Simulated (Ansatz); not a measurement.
# Static equation of state of glassy nearly rigid carbon, from a frame at 4800 K, (160 atoms)

Density of this cell: 2.05 g/cm³. The cell holds 160 atoms: 160 C. Its edges and angles: a = 11.437 Å, b = 11.744 Å, c = 11.616 Å, α = 91.2°, β = 90.6°, γ = 91.3°. The starting structure: 160 atoms (160 C) placed at random at 1.8 g/cm³, melted at 5500 K for 10 ps at fixed volume with the LCBOP (Los and Fasolino, Phys. Rev. B 68, 024107 (2003)). Snapshot at the end of a hold of 5 ps at 4800 K and fixed volume.

Calculated with Ansatz 0.2.0: Kohn-Sham DFT, PBE, PAW (set soft_2), plane waves; cutoff 420 eV, Γ point, fermi-dirac smearing of 0.05 eV. Cell and atoms were relaxed first, to V0 = 9.7461 Å³ an atom at a residual P0 = 0.007 GPa. The cell was then scaled evenly, and the atoms were relaxed at each volume.

```
volume (Å³/atom)  pressure (GPa)
          8.7715               ?
          9.1613           7.790
          9.4537           4.612
          10.038          -4.267
          10.331          -6.181
```

**Question.** Fit the third-order Birch–Murnaghan equation to the rows given and extrapolate to the withheld row.

**Working.**

Take the Eulerian strain f = ½[(V0/V)^(2/3) − 1] and the normalised pressure F = (P − P0) / [3f(1 + 2f)^(5/2)]. The third-order Birch–Murnaghan equation is then the line F = B0 + (3/2)B0(B′ − 4) f, so u = f and v = F.

| u = f | v = F (GPa) |
| --- | --- |
| 0.0210562 | 111.130 |
| 0.0102570 | 142.242 |
| -0.00975661 | 153.397 |
| -0.0190507 | 119.325 |

With n = 4: mean u = 6.2647e-4, mean v = 131.524, Σ(u − ū)² = 0.0010051, Σ(u − ū)(v − v̄) = -0.30049. Slope b = -0.30049 / 0.0010051 = -298.96; intercept a = v̄ − b ū = 131.71.

So B0 = a = 132 GPa and B′ = 4 + 2b/(3a) = 2.49. At the withheld volume f = 0.03638, F = a + b f = 120.8 GPa, and P = P0 + 3f(1 + 2f)^(5/2) F.

Prediction at 8.7715: 15.73 GPa. The run gave 12.08 GPa, so the fit is high by 3.6 GPa (30 % of the value).

The series isn't one smooth equation of state: even a line fitted to all rows, the withheld one included, misses F by up to 19.3 %, the count of bonds changes along the series and an atom moves over 0.5 Å in some relaxation. B0 and B′ are then only the numbers of this fit, not moduli of the material. Among the rows given, the largest miss of the fit is at 9.1613, by 1.0 GPa (5.5 % of the range of the table).

Limits: Static cells at zero temperature; the cell shape is held. The program notes that the SCF threshold of these relaxations is loose for the stress. The network of bonds at the start is that of the classical potential that made the cell, and needn't be the one that DFT or experiment would give. Only the Γ point is sampled, in a cell whose shortest periodic width is 11 Å, which is coarse for a cell with partly filled levels.

[Logs are printed without paths, hosts, clocks, repeated set-up lines and the standing remarks that a program may print on its own settings, such as how far it seeks lower states.]

[Hosts, paths, dates, database ids (printed as entryN), source tags and the programs' standing remarks are cut or masked in the printed files.]
